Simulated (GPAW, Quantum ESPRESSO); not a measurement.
Consider Ta2N (P-3m1).

```
Ta N
1.0
     3.11286    0.00000    0.00000
    -1.55643    2.69582    0.00000
     0.00000    0.00000    4.86984
Ta N
2 1
Direct
  0.33333 0.66667 0.25471
  0.66667 0.33333 0.74529
  0.00000 0.00000 0.00000
```

Absorber: atom 3, with 6 Ta at 2.18 Å (octahedral, site symmetry -3m). Method: Quantum ESPRESSO XSpectra, PBE, excited-electron core hole (neutral cell), 12-atom cell with 5.8 Å between holes, 6×6×6 k points, dipole transitions, Lorentzian half width 0.3 eV up to 4 eV, rising linearly to 2.5 eV at 25 eV, without spin-orbit coupling.

Question: What does the N K edge look like?

Main maxima up to 24 eV above the zero (height): 1.5 eV (2.36), 2.8 eV (1.71), 4.7 eV (1.54) and 9.1 eV (1.05). A K edge sees empty p states; the first features are N p mixed into the empty d states of the Ta neighbours, and the broad ones above probably into the cations' higher empty bands. The total-energy difference is 405.98 eV. One term is added: -7.82 eV, since the hole is spin-paired here and a spin-polarised one costs that much less in the free atom (computed apart). The photon energy is then 398.16 eV. The functional leaves an error of a few eV in such absolute values.

The N K spectrum (energy from the energy zero of the input (xe0, at the border of filled and empty states); intensity scaled to a mean of 1 over the first 20 eV; the points at xe0, where the cut of filled states can leave a spike, are interpolated; polarised curves are means over the symmetry-equivalent atoms):

| E (eV) | isotropic | ε ⊥ c | ε ∥ c |
| --- | --- | --- | --- |
| -2.0 | 0.08 | 0.08 | 0.07 |
| -1.5 | 0.10 | 0.11 | 0.10 |
| -1.0 | 0.16 | 0.17 | 0.14 |
| -0.5 | 0.30 | 0.32 | 0.26 |
| 0.0 | 0.88 | 0.95 | 0.72 |
| 0.5 | 1.61 | 1.74 | 1.36 |
| 1.0 | 2.07 | 2.17 | 1.88 |
| 1.5 | 2.34 | 2.40 | 2.24 |
| 2.0 | 1.72 | 1.49 | 2.16 |
| 2.5 | 1.68 | 1.47 | 2.09 |
| 3.0 | 1.69 | 1.59 | 1.88 |
| 3.5 | 1.35 | 1.23 | 1.60 |
| 4.0 | 1.25 | 1.22 | 1.29 |
| 4.5 | 1.50 | 1.61 | 1.29 |
| 5.0 | 1.52 | 1.73 | 1.11 |
| 5.5 | 1.42 | 1.65 | 0.96 |
| 6.0 | 1.18 | 1.34 | 0.86 |
| 6.5 | 1.01 | 1.09 | 0.85 |
| 7.0 | 0.98 | 0.98 | 0.99 |
| 7.5 | 0.96 | 0.88 | 1.12 |
| 8.0 | 0.94 | 0.82 | 1.17 |
| 8.5 | 1.00 | 0.89 | 1.22 |
| 9.0 | 1.05 | 1.00 | 1.17 |
| 9.5 | 1.03 | 1.02 | 1.05 |
| 10.0 | 0.95 | 0.96 | 0.93 |
| 10.5 | 0.85 | 0.86 | 0.81 |
| 11.0 | 0.76 | 0.79 | 0.70 |
| 11.5 | 0.71 | 0.76 | 0.62 |
| 12.0 | 0.71 | 0.78 | 0.58 |
| 12.5 | 0.73 | 0.81 | 0.58 |
| 13.0 | 0.73 | 0.80 | 0.60 |
| 13.5 | 0.71 | 0.75 | 0.62 |
| 14.0 | 0.67 | 0.68 | 0.65 |
| 14.5 | 0.64 | 0.63 | 0.65 |
| 15.0 | 0.61 | 0.59 | 0.65 |
| 15.5 | 0.59 | 0.57 | 0.65 |
| 16.0 | 0.58 | 0.55 | 0.64 |
| 16.5 | 0.56 | 0.53 | 0.62 |
| 17.0 | 0.54 | 0.51 | 0.60 |
| 17.5 | 0.52 | 0.50 | 0.58 |
| 18.0 | 0.51 | 0.48 | 0.56 |
| 18.5 | 0.50 | 0.48 | 0.56 |
| 19.0 | 0.50 | 0.47 | 0.56 |
| 19.5 | 0.51 | 0.48 | 0.58 |
| 20.0 | 0.52 | 0.49 | 0.60 |
| 20.5 | 0.54 | 0.50 | 0.62 |
| 21.0 | 0.55 | 0.51 | 0.63 |
| 21.5 | 0.56 | 0.52 | 0.64 |
| 22.0 | 0.57 | 0.53 | 0.64 |
| 22.5 | 0.58 | 0.55 | 0.64 |
| 23.0 | 0.58 | 0.56 | 0.63 |
| 23.5 | 0.59 | 0.58 | 0.62 |
| 24.0 | 0.59 | 0.59 | 0.60 |
| 24.5 | 0.60 | 0.60 | 0.58 |
| 25.0 | 0.60 | 0.62 | 0.56 |
| 25.5 | 0.60 | 0.63 | 0.54 |
| 26.0 | 0.61 | 0.64 | 0.53 |
| 26.5 | 0.61 | 0.66 | 0.52 |
| 27.0 | 0.61 | 0.67 | 0.51 |
| 27.5 | 0.62 | 0.67 | 0.50 |
| 28.0 | 0.62 | 0.68 | 0.50 |
| 28.5 | 0.62 | 0.68 | 0.51 |
| 29.0 | 0.62 | 0.67 | 0.52 |
| 29.5 | 0.61 | 0.66 | 0.53 |
| 30.0 | 0.61 | 0.64 | 0.54 |
| 30.5 | 0.60 | 0.61 | 0.56 |
| 31.0 | 0.58 | 0.59 | 0.57 |
| 31.5 | 0.58 | 0.57 | 0.59 |
| 32.0 | 0.57 | 0.55 | 0.60 |

The holes are only 5.8 Å apart, so the shape is probably not converged with cell size; no larger cell was run here. The structure is a computed Materials Project entry and may be a hypothetical form.

[Banner, clock and machine lines of the logs are left out without a mark of their own.]

[Logs are printed without paths, hosts, clocks, repeated set-up lines and the standing remarks that a program may print on its own settings, such as how far it seeks lower states.]

[Hosts, paths, dates, database ids (printed as entryN), source tags and the programs' standing remarks are cut or masked in the printed files.]

[Lists of maxima count a maximum above −3 eV only where it reaches 4 % of the highest in the window and stands out from its surroundings by 2 % of it (1.5 % where it reaches 55 %); shoulders and weaker maxima are passed over, and of the rest the first, up to two pre-edge ones and the few strongest are named.]
